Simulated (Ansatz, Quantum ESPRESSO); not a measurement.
## AlBiS3 (Pm-3m): zone-centre phonons: relaxing the cell and atoms

Quantum ESPRESSO 8.0 development, patched; DFT LDA, scalar-relativistic, plane waves, PseudoDojo norm-conserving pseudopotentials.

The structure was built from a prototype and need not be the compound's stable phase.

Symmetry: Pm-3m, No. 221, cubic system. Conventional cell: a = 4.617 Å, b = 4.617 Å, c = 4.617 Å, α = 90.00°, β = 90.00°, γ = 90.00°. Nearest to Bi lie 12 S at 3.26 Å. Al has 6 S at 2.31 Å nearest. S has 2 Al at 2.31 Å and 4 Bi at 3.26 Å nearest. Farther neighbours and most contacts between anions are not listed.

Relaxation path:

```tsv
step	energy less that of the first step (eV)	largest force (eV/Å)	pressure (GPa)	volume (Å³)
1	0.0000	0.0000	-2.68	98.43
2	-0.0177	0.0000	-1.55	97.09
3	-0.0260	0.0000	0.09	95.31
4	-0.0260	0.0000	0.00	95.41
5	-0.0260	0.0000	0.00	95.41
6	-0.0260	0.0000	0.00	95.41
```

```tsv
conventional cell, symmetrised	before	after	change
a (Å)	4.617	4.569	-1.0 %
b (Å)	4.617	4.569	-1.0 %
c (Å)	4.617	4.569	-1.0 %
volume (Å³/atom)	19.69	19.08	-3.1 %
```

Final coordinates:

```xyz
5
Lattice="4.5694 0.0000 0.0000 0.0000 4.5694 0.0000 0.0000 0.0000 4.5694" Properties=species:S:1:pos:R:3 pbc="T T T"
Bi    0.0000    0.0000    0.0000
Al    2.2847    2.2847    2.2847
S     2.2847    2.2847    0.0000
S     2.2847    0.0000    2.2847
S     0.0000    2.2847    2.2847
```

The last row of the table of steps is pw.x's closing run on a basis chosen anew for the final cell, so its energy can jump.

Read from the output:

| Quantity | Value |
| --- | --- |
| volume per atom | 19.08 Å³ |
| pressure | -0.002 GPa |

The volume changes by -3.1 % from the cell with which this run began.

**Question.** Which input gives these results?

The system, level and task follow from the heading and the kind of results. Meshes, cutoffs and thresholds can't be read from the results; these are the ones that the run used.

relax.in

```
&CONTROL
  calculation   = 'vc-relax'
  prefix        = 'x'
  outdir        = './tmp'
  pseudo_dir    = './pseudo'
  tprnfor       = .true.
  tstress       = .true.
  forc_conv_thr = 2.0d-05
  etot_conv_thr = 1.0d-07
  nstep         = 40
/
&SYSTEM
  ibrav       = 1
  celldm(1)   = 8.72524346
  nat         = 5
  ntyp        = 3
  ecutwfc     = 84
  occupations = 'smearing'
  smearing    = 'mv'
  degauss     = 0.02
/
&ELECTRONS
  conv_thr         = 1.0d-11
  mixing_beta      = 0.7
  electron_maxstep = 100
/
&IONS
/
&CELL
  press_conv_thr = 0.2
/
ATOMIC_SPECIES
 Bi    208.9804  Bi.upf
 Al     26.9815  Al.upf
 S      32.0600  S.upf
ATOMIC_POSITIONS crystal
 Bi     0.000000000   0.000000000   0.000000000
 Al     0.500000000   0.500000000   0.500000000
 S      0.500000000   0.500000000   0.000000000
 S      0.500000000   0.000000000   0.500000000
 S      0.000000000   0.500000000   0.500000000
K_POINTS automatic
 8 8 8 0 0 0
```

Command:

```
> OMP_NUM_THREADS=1 mpirun -n 4 pw.x -nk 4 -in relax.in > relax.out
```

[Host names and launcher messages were left out of these logs when they were recorded.]

[Logs are printed without paths, hosts, clocks, repeated set-up lines and the standing remarks that a program may print on its own settings, such as how far it seeks lower states.]

[Hosts, paths, dates, database ids (printed as entryN), source tags and the programs' standing remarks are cut or masked in the printed files.]
